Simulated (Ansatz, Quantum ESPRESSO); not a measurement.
# Work function of Co(0001), 6 layers, part 2 of 6

How much energy does it take to lift an electron out of Co(0001), 6 layers, and how far do the settings matter?

Quantum ESPRESSO 7.5; plane-wave DFT, PBE, GBRV ultrasoft pseudopotentials; geometry and cross-check by Ansatz 0.2.0 with PAW datasets.

So far. Step 2 (Geometry from Ansatz): The relaxation lowers the energy by 7 meV an atom. Held were the atoms numbered 3 and 4; the forces quoted are those on the free ones.

### 3. Ground state

One self-consistent run gives the Fermi level and the density from which pp.x builds the potential.

Level of this step: plane-wave DFT, PBE, GBRV ultrasoft pseudopotentials (Quantum ESPRESSO 7.5).

Contents of scf.in:

```
&control
  prefix = 'scf'
  outdir = './out'
  pseudo_dir = './pseudo'
  calculation = 'scf'
  tprnfor = .true.
/
&system
  ibrav = 0
  nat = 6
  ntyp = 1
  ecutwfc = 40
  ecutrho = 200
  occupations = 'smearing'
  smearing = 'mv'
  degauss = 0.02
  nspin = 2
  starting_magnetization(1) = 0.28
/
&electrons
  conv_thr = 1e-07
  mixing_beta = 0.4
  electron_maxstep = 120
  mixing_mode = 'local-TF'
/
ATOMIC_SPECIES
  Co  58.9332  co_pbe_v1.2.uspp.F.UPF
CELL_PARAMETERS angstrom
  2.51000000000061 0.00000000000000 0.00000000000000
  1.25500000000031 2.17372376349947 0.00000000000000
  0.00000000000000 0.00000000000000 26.17805000000000
ATOMIC_POSITIONS crystal
  Co  0.666666666667 0.666666666667 0.309030536052
  Co  -0.000000000000 0.000000000000 0.383480347283
  Co  0.666666666667 0.666666666667 0.461119907700
  Co  0.000000000000 0.000000000000 0.538880092300
  Co  0.666666666667 0.666666666667 0.616519649154
  Co  0.000000000000 -0.000000000000 0.690969455348
K_POINTS automatic
  12 12 1 0 0 0
```

The run is started by

```sh
OMP_NUM_THREADS=1 mpirun -n 8 pw.x -nk 8 -in scf.in > scf.out
```

Output:

```text
Program PWSCF v.7.5 starts
[citation notice left out]

     Parallel version (MPI & OpenMP), running on       8 processor cores
     Number of MPI processes:                 8
     Threads/MPI process:                     1

     MPI processes distributed on     1 nodes
[...]
Current dimensions of program PWSCF are:
     Max number of different atomic species (ntypx) = 10
     Max number of k-points (npk) =  40000
     Max angular momentum in pseudopotentials (lmaxx) =  4
     Message from routine setup:
     using ibrav=0 with symmetry is DISCOURAGED, use correct ibrav instead

     K-points division:     npool     =       8
     Subspace diagonalization in iterative solution of the eigenvalue problem:
     a serial algorithm will be used

     G-vector sticks info
     --------------------
     sticks:   dense  smooth     PW     G-vecs:    dense   smooth      PW
     Sum         313     253     85                46195    33139    6559

     Using Slab Decomposition

     bravais-lattice index     =            0
     lattice parameter (alat)  =       4.7432  a.u.
     unit-cell volume          =     963.8556 (a.u.)^3
     number of atoms/cell      =            6
     number of atomic types    =            1
     number of electrons       =       102.00
     number of Kohn-Sham states=           61
     kinetic-energy cutoff     =      40.0000  Ry
     charge density cutoff     =     200.0000  Ry
     scf convergence threshold =      1.0E-07
     mixing beta               =       0.4000
     number of iterations used =            8  local-TF  mixing
     Exchange-correlation= SLA  PW   PBE  PBE
                           (   1   4   3   4   0   0   0)

     celldm(1)=   4.743213  celldm(2)=   0.000000  celldm(3)=   0.000000
     celldm(4)=   0.000000  celldm(5)=   0.000000  celldm(6)=   0.000000

     crystal axes: (cart. coord. in units of alat)
               a(1) = (   1.000000   0.000000   0.000000 )
               a(2) = (   0.500000   0.866025   0.000000 )
               a(3) = (   0.000000   0.000000  10.429502 )

     reciprocal axes: (cart. coord. in units 2 pi/alat)
               b(1) = (  1.000000 -0.577350  0.000000 )
               b(2) = (  0.000000  1.154701  0.000000 )
               b(3) = (  0.000000  0.000000  0.095882 )

     PseudoPot. # 1 for Co read from file:
     ./pseudo/co_pbe_v1.2.uspp.F.UPF
     Pseudo is Ultrasoft + core correction, Zval = 17.0
     Generated by new atomic code, or converted to UPF format
     Using radial grid of  863 points,  6 beta functions with:
                l(1) =   0
                l(2) =   0
                l(3) =   1
                l(4) =   1
                l(5) =   2
                l(6) =   2
     Q(r) pseudized with  8 coefficients,  rinner =    1.200   1.200   1.200
                                                       1.200   1.200

     atomic species   valence    mass     pseudopotential
     Co               17.00    58.93320     Co( 1.00)

     Starting magnetic structure
     atomic species   magnetization
     Co              0.280

     12 Sym. Ops., with inversion, found ( 6 have fractional translation)

   Cartesian axes

     site n.     atom                  positions (alat units)
         1        Co     tau(   1) = (   1.0000000   0.5773503   3.2230346  )
         2        Co     tau(   2) = (   0.0000000   0.0000000   3.9995090  )
         3        Co     tau(   3) = (   1.0000000   0.5773503   4.8092510  )
         4        Co     tau(   4) = (   0.0000000   0.0000000   5.6202510  )
         5        Co     tau(   5) = (   1.0000000   0.5773503   6.4299929  )
         6        Co     tau(   6) = (   0.0000000   0.0000000   7.2064673  )

     number of k points=    19  Marzari-Vanderbilt smearing, width (Ry)=  0.0200
                       cart. coord. in units 2pi/alat
        k(    1) = (   0.0000000   0.0000000   0.0000000), wk =   0.0069444
        k(    2) = (   0.0000000   0.0962250   0.0000000), wk =   0.0416667
        k(    3) = (   0.0000000   0.1924501   0.0000000), wk =   0.0416667
        k(    4) = (   0.0000000   0.2886751   0.0000000), wk =   0.0416667
        k(    5) = (   0.0000000   0.3849002   0.0000000), wk =   0.0416667
        k(    6) = (   0.0000000   0.4811252   0.0000000), wk =   0.0416667
        k(    7) = (   0.0000000  -0.5773503   0.0000000), wk =   0.0208333
        k(    8) = (   0.0833333   0.1443376   0.0000000), wk =   0.0416667
        k(    9) = (   0.0833333   0.2405626   0.0000000), wk =   0.0833333
        k(   10) = (   0.0833333   0.3367877   0.0000000), wk =   0.0833333
[...]
k(   19) = (   0.3333333  -0.5773503   0.0000000), wk =   0.0138889

     Dense  grid:    46195 G-vectors     FFT dimensions: (  24,  24, 225)

     Smooth grid:    33139 G-vectors     FFT dimensions: (  24,  24, 200)

     Estimated max dynamical RAM per process >     101.75 MB

     Estimated total dynamical RAM >     656.10 MB

     Check: negative core charge=   -0.000034
     Generating pointlists ...
     new r_m :   0.3991 (alat units)  1.8932 (a.u.) for type    1

     Initial potential from superposition of free atoms

     starting charge      96.0000, renormalised to     102.0000

     negative rho (up, down):  6.581E-05 3.702E-05
     Starting wfcs are   78 randomized atomic wfcs

     total cpu time spent up to now is        1.4 secs

     per-process dynamical memory:    71.1 Mb

     Self-consistent Calculation

     iteration #  1     ecut=    40.00 Ry     beta= 0.40
     Davidson diagonalization with overlap
     ethr =  1.00E-02,  avg # of iterations =  8.4

     negative rho (up, down):  9.256E-02 2.977E-02

     total cpu time spent up to now is        6.7 secs

     total energy              =   -1778.51847306 Ry
     estimated scf accuracy    <     218.14981913 Ry

     total magnetization       =     9.83 Bohr mag/cell
     absolute magnetization    =    11.05 Bohr mag/cell

     iteration #  2     ecut=    40.00 Ry     beta= 0.40
[...]
negative rho (up, down):  4.046E-02 1.101E-02

[...]
total energy              =   -1790.49775730 Ry
     estimated scf accuracy    <       2.92780050 Ry

     total magnetization       =    12.47 Bohr mag/cell
     absolute magnetization    =    13.37 Bohr mag/cell

     iteration #  3     ecut=    40.00 Ry     beta= 0.40
[...]
negative rho (up, down):  9.045E-03 1.352E-03

[...]
total energy              =   -1790.80995038 Ry
[...]
estimated scf accuracy    <       0.00004331 Ry

     total magnetization       =    10.25 Bohr mag/cell
     absolute magnetization    =    11.40 Bohr mag/cell

     iteration # 18     ecut=    40.00 Ry     beta= 0.40
[...]
negative rho (up, down):  1.134E-04 5.616E-05

[...]
total energy              =   -1790.82493687 Ry
     estimated scf accuracy    <       0.00001683 Ry

     total magnetization       =    10.24 Bohr mag/cell
     absolute magnetization    =    11.40 Bohr mag/cell

     iteration # 19     ecut=    40.00 Ry     beta= 0.40
[...]
negative rho (up, down):  1.103E-04 5.171E-05

[...]
total energy              =   -1790.82493872 Ry
     estimated scf accuracy    <       0.00000760 Ry

     total magnetization       =    10.25 Bohr mag/cell
     absolute magnetization    =    11.39 Bohr mag/cell

     iteration # 20     ecut=    40.00 Ry     beta= 0.40
[...]
negative rho (up, down):  1.980E-05 9.616E-06

[...]
total energy              =   -1790.82493933 Ry
     estimated scf accuracy    <       0.00000189 Ry

     total magnetization       =    10.25 Bohr mag/cell
     absolute magnetization    =    11.39 Bohr mag/cell

     iteration # 21     ecut=    40.00 Ry     beta= 0.40
[...]
negative rho (up, down):  1.747E-05 1.683E-05

[...]
total energy              =   -1790.82493951 Ry
     estimated scf accuracy    <       0.00000032 Ry

     total magnetization       =    10.25 Bohr mag/cell
     absolute magnetization    =    11.39 Bohr mag/cell

     iteration # 22     ecut=    40.00 Ry     beta= 0.40
[...]
negative rho (up, down):  2.760E-05 1.312E-05

     Magnetic moment per site  (integrated on atomic sphere of radius R)
     atom   1 (R=0.399)  charge= 15.3928  magn=  1.8319
     atom   2 (R=0.399)  charge= 15.4664  magn=  1.7787
     atom   3 (R=0.399)  charge= 15.4420  magn=  1.7649
     atom   4 (R=0.399)  charge= 15.4420  magn=  1.7649
     atom   5 (R=0.399)  charge= 15.4664  magn=  1.7787
     atom   6 (R=0.399)  charge= 15.3928  magn=  1.8319

[...]
End of self-consistent calculation

 ------ SPIN UP ------------

          k = 0.0000 0.0000 0.0000 (  4155 PWs)   bands (ev):

   -90.4701 -90.4686 -90.4272 -90.4037 -90.3583 -90.3582 -53.8374 -53.8124
   -53.7187 -53.6341 -53.5821 -53.5806 -53.5806 -53.5796 -53.5796 -53.5434
   -53.5381 -53.5381 -53.5176 -53.5176 -53.4505 -53.4505 -53.4505 -53.4505
    -2.9232  -2.3169  -1.2606  -0.1458   0.4517   0.6078   2.8907   2.9307
     3.0138   3.0138   3.0568   3.0568   3.0746   3.0746   3.0953   3.0956
     3.1996   3.1996   3.3400   3.3400   3.4111   3.4111   3.8676   3.8676
     3.9064   4.0974   4.0974   4.4017   4.4017   4.6703   4.6703   4.8071
     4.8071   4.8397   4.8397   5.4297   5.9761

          k = 0.0000 0.0962 0.0000 (  4133 PWs)   bands (ev):

   -90.4676 -90.4662 -90.4249 -90.4021 -90.3564 -90.3563 -53.8314 -53.8082
   -53.7185 -53.6405 -53.5959 -53.5904 -53.5847 -53.5836 -53.5824 -53.5510
   -53.5453 -53.5419 -53.5295 -53.5204 -53.4641 -53.4639 -53.4539 -53.4538
    -2.6860  -2.0874  -1.0435   0.0575   0.6301   0.7591   2.7278   2.8010
     2.8938   2.9122   3.0147   3.0646   3.0826   3.1062   3.1415   3.1744
     3.2713   3.2816   3.2861   3.3568   3.4265   3.5026   3.6478   3.8143
     3.8285   4.0410   4.0720   4.2829   4.3832   4.4299   4.6266   4.6660
     4.8201   4.8644   5.1103   6.1091   6.7539

          k = 0.0000 0.1925 0.0000 (  4104 PWs)   bands (ev):

   -90.4608 -90.4597 -90.4187 -90.3978 -90.3512 -90.3511 -53.8148 -53.7970
   -53.7222 -53.6670 -53.6283 -53.6140 -53.5975 -53.5959 -53.5943 -53.5761
   -53.5572 -53.5560 -53.5522 -53.5283 -53.4999 -53.4988 -53.4630 -53.4630
    -2.0024  -1.4350  -0.4463   0.5923   1.0908   1.1370   2.3793   2.5151
     2.6436   2.6506   2.7236   2.9554   2.9657   3.1062   3.2407   3.3242
     3.3474   3.3867   3.4180   3.4356   3.4629   3.6183   3.6312   3.7460
     3.7861   3.8725   4.0688   4.1007   4.3562   4.4160   4.6570   4.8469
     4.9171   4.9270   5.8566   7.1814   8.1167

          k = 0.0000 0.2887 0.0000 (  4088 PWs)   bands (ev):

   -90.4513 -90.4506 -90.4100 -90.3922 -90.3441 -90.3441 -53.7910 -53.7838
   -53.7423 -53.7146 -53.6687 -53.6508 -53.6234 -53.6110 -53.6089 -53.5942
   -53.5861 -53.5762 -53.5660 -53.5418 -53.5394 -53.5383 -53.4755 -53.4755
    -0.9801  -0.5050   0.3011   1.1063   1.4489   1.5044   2.0391   2.1349
     2.3893   2.4775   2.4963   2.8690   2.9491   3.0149   3.2986   3.3193
     3.3286   3.3873   3.4041   3.5219   3.6056   3.8068   3.9939   4.0143
     4.1039   4.1839   4.2166   4.2745   4.4183   4.6150   4.6690   4.8762
     4.9681   5.4254   6.7561   8.3996   9.7005

          k = 0.0000 0.3849 0.0000 (  4120 PWs)   bands (ev):

   -90.4419 -90.4415 -90.4010 -90.3870 -90.3370 -90.3370 -53.7810 -53.7801
   -53.7681 -53.7641 -53.7101 -53.6884 -53.6382 -53.6261 -53.6234 -53.6185
   -53.6157 -53.5914 -53.5797 -53.5705 -53.5662 -53.5506 -53.4880 -53.4880
     0.0893   0.3307   0.7526   1.1603   1.3935   1.4406   1.7439   1.9827
     2.2078   2.2428   2.4257   3.1077   3.1187   3.1759   3.2148   3.3375
     3.4346   3.5523   3.7024   3.9823   4.0281   4.0948   4.4033   4.4766
     4.5105   4.6042   4.6043   4.6362   4.6816   4.7718   4.9287   4.9686
     5.0118   6.1789   7.8277   9.7008  11.4486

          k = 0.0000 0.4811 0.0000 (  4124 PWs)   bands (ev):

   -90.4350 -90.4348 -90.3939 -90.3838 -90.3318 -90.3318 -53.8144 -53.8064
   -53.7884 -53.7634 -53.7288 -53.7118 -53.6535 -53.6373 -53.6370 -53.6340
   -53.6216 -53.5976 -53.5897 -53.5880 -53.5858 -53.5589 -53.4971 -53.4971
     0.6677   0.6796   0.8675   1.0737   1.1759   1.2913   1.6560   1.8407
     2.0305   2.1318   2.4030   3.0187   3.0627   3.2610   3.4064   3.4673
     3.6991   3.7909   4.0065   4.2064   4.5698   4.6303   4.7033   4.8479
     4.8681   4.9145   4.9591   4.9963   5.0602   5.0906   5.5038   5.6727
     5.9914   7.2715   8.7805  10.1118  12.5548

[...]
the Fermi energy is     5.8371 ev

!    total energy              =   -1790.82493953 Ry
     estimated scf accuracy    <       0.00000006 Ry
     smearing contrib. (-TS)   =       0.00362304 Ry
     internal energy E=F+TS    =   -1790.82856257 Ry

     The total energy is F=E-TS. E is the sum of the following terms:
     one-electron contribution =  -17325.05972867 Ry
     hartree contribution      =    8681.16673021 Ry
     xc contribution           =    -195.93339558 Ry
     ewald contribution        =    7048.99783147 Ry

     total magnetization       =    10.25 Bohr mag/cell
     absolute magnetization    =    11.39 Bohr mag/cell

     convergence has been achieved in  22 iterations

     negative rho (up, down):  2.760E-05 1.312E-05

     Forces acting on atoms (cartesian axes, Ry/au):

     atom    1 type  1   force =     0.00000000   -0.00000000    0.00077799
     atom    2 type  1   force =    -0.00000000   -0.00000000   -0.00193357
     atom    3 type  1   force =     0.00000000    0.00000000    0.01176215
     atom    4 type  1   force =    -0.00000000    0.00000000   -0.01176215
     atom    5 type  1   force =     0.00000000    0.00000000    0.00193357
     atom    6 type  1   force =    -0.00000000    0.00000000   -0.00077799

     Total force =     0.016893     Total SCF correction =     0.001801
     SCF correction compared to forces is large: reduce conv_thr to get better values

[...]
=------------------------------------------------------------------------------=
   JOB DONE.
=------------------------------------------------------------------------------=
```

It took 67 s on 8 MPI ranks of Arm Neoverse V2, shared host; peak memory 0.98 GiB.

This step gave:

| Item | Value |
| --- | --- |
| free energy | -24365.4146 eV |
| Fermi energy | 5.837 eV |
| magnetization | 10.25 μB |
| absolute magnetization | 11.39 μB |
| site moments | 1.832, 1.779, 1.765, 1.765, 1.779, 1.832 μB |

The run needed 22 iterations to bring the estimated error under 1e-07 Ry; the largest force on any atom, held or free, is 0.30 eV/Å. The cell keeps a moment of 10.2 μB.

### 4. Potential by pp.x

plot_num = 11 writes the bare and Hartree potential. It leaves out exchange and correlation, which fade slowly, so it flattens close to the surface.

Contents of pot.in:

```
&inputpp
  prefix = 'scf'
  outdir = './out'
  filplot = 'pot.dat'
  plot_num = 11
/
```

The run is started by

```sh
OMP_NUM_THREADS=1 mpirun -n 8 pp.x -in pot.in > pot.out
```

Output:

```text
[banner, memory and clock lines left out]
Program POST-PROC v.7.5 starts

          URL

     ./out/scf.save/

     IMPORTANT: XC functional enforced from input :
     Exchange-correlation= PBE
                           (   1   4   3   4   0   0   0)
     Any further DFT definition will be discarded
     Please, verify this is what you really want

     Check: negative core charge=   -0.000034

     negative rho (up, down):  2.760E-05 1.312E-05

     Calling punch_plot, plot_num =  11
     Writing data to file  pot.dat
     Message from routine chdens:
     namelist plot not found or invalid, exiting
```

Wall time 0.76 s (8 MPI ranks); peak memory 0.09 GiB.

This step gave:

```
work function of the upper face                                       : 4.933 eV
slope of the potential above                                          : 3.36e-4 eV/Å
upper vacuum line continued to the top atoms, over the Fermi level    : 4.931 eV
work function of the lower face                                       : 4.933 eV
slope of the potential below                                          : -2.23e-4 eV/Å
lower vacuum line continued to the bottom atoms, over the Fermi level : 4.931 eV
```

Electrostatic potential energy of an electron; zero at the Fermi level. Table of potential energy, planar mean by z:

```csv
z (Å),"potential energy, planar mean (eV)"
0.0,4.93
0.5,4.93
1.0,4.93
1.5,4.93
2.0,4.93
2.5,4.93
3.0,4.93
3.5,4.93
4.0,4.93
4.5,4.93
5.0,4.91
5.5,4.86
6.0,4.67
6.5,4.05
7.0,1.86
7.5,-6.68
8.0,-25.6
8.5,-14.0
9.0,-1.62
9.5,-8.78
10.0,-26.5
10.5,-11.8
11.0,-0.892
11.5,-7.39
12.0,-26.0
12.5,-13.2
13.0,-0.921
13.5,-6.08
14.0,-25.3
14.5,-14.8
15.0,-1.16
15.5,-5.27
16.0,-24.6
16.5,-16.3
17.0,-1.86
17.5,-6.96
18.0,-25.6
18.5,-13.9
19.0,0.112
19.5,3.55
20.0,4.53
20.5,4.82
21.0,4.90
21.5,4.92
22.0,4.93
22.5,4.93
23.0,4.93
23.5,4.93
24.0,4.93
24.5,4.93
25.0,4.93
25.5,4.93
26.0,4.93
```

Electrostatic potential energy in the ca plane at fractional y = 0.000, with atoms of Co within 0.2 Å of it. With pseudopotentials it is smooth inside the atoms' cores, unlike the true potential.

Ten even steps from '0' (-108 eV) to '9' (5 eV), each cell a mean:
```
99999983027999999850159999998501589999999999
99999986468999999975579999999755799999999999
99888999889998889998899988899988999999999999
99878999999998789999999987899999999999999999
99888999999998889999999988899999999999999999
99989998778999899987789998999877899999999999
99999984137999999861269999998611599999999999
99999972006999999840048999998400489999999999
```
Columns run along c (16.0 Å, from fractional 0.27 to 0.88 of the cell; values clipped at the 3rd and 97th percentile), rows up along a (2.5 Å). Atoms in or near the plane, at fractional coordinates: Co at (0.38, 0.00), Co at (0.54, 0.00), Co at (0.69, 0.00).

The vacuum is flat to 0.3 meV/Å, so its level is well defined. Inside the slab the curve depends on the local part of the pseudopotentials; only the vacuum level has a meaning of its own.

### 5. Macroscopic average

A running mean over one period damps the atomic wiggles and leaves the mean of this pseudopotential's potential.

Contents of avg.in:

```
1
pot.dat
1.0
514
3
3.8467453965
```

The run is started by

```sh
OMP_NUM_THREADS=1 average.x < avg.in > avg.out
```

Output:

```text
[banner, memory and clock lines left out]
Program AVERAGE v.7.5 starts

          URL

     Reading header from file  pot.dat
     Reading data from file  pot.dat
     Output written to file avg.dat

[...]
```

Elapsed: 0.53 s, on 1 MPI rank; peak memory 0.1 GiB.

Read from the output:

- average.x's running mean inside the slab, on the run's own zero: -5.864 eV
- mean potential by an exact Fourier window inside the slab, on the run's own zero: -5.867 eV

The potential energy (planar mean) oscillates, so the rows of the table below give means over windows of 2.04 Å about each position, cut where the curve ends. Its maxima inside the range that stand out by 2 % of the span (Å: eV): 9.0: -1.47, 11.1: -0.714, 13.1: -0.627, 15.1: -0.714, 17.1: -1.40. Its minima: 8.1: -26.6, 10.0: -26.7, 12.1: -26.6, 14.1: -26.4, 16.1: -26.5, 18.1: -26.6.

Electrostatic potential energy of an electron; zero at the Fermi level; window 2.0356 Å. Potential energy against z; means over each step:

```csv
z (Å),planar mean (eV),running mean (eV)
1.02,4.93,4.93
3.06,4.93,4.93
5.10,4.86,4.77
7.14,-4.91,-4.35
9.18,-12.9,-12.3
11.22,-11.8,-11.7
13.26,-11.7,-11.7
15.30,-11.8,-11.8
17.34,-12.8,-12.2
19.38,0.00610,-1.65
21.42,4.90,4.86
23.46,4.93,4.93
25.50,4.93,4.93
```

Where the running mean is not flat inside, average.x's window, rounded to the grid, doesn't match the spacings there.

[end of part 2 of 6]

[Logs are printed without paths, hosts, clocks, repeated set-up lines and the standing remarks that a program may print on its own settings, such as how far it seeks lower states.]

[Hosts, paths, dates, database ids (printed as entryN), source tags and the programs' standing remarks are cut or masked in the printed files.]

[Maps of the electrostatic potential energy from Ansatz leave out the sawtooth potential of an applied field or a dipole correction, so their vacuum need not be flat; planar profiles and work functions include it.]
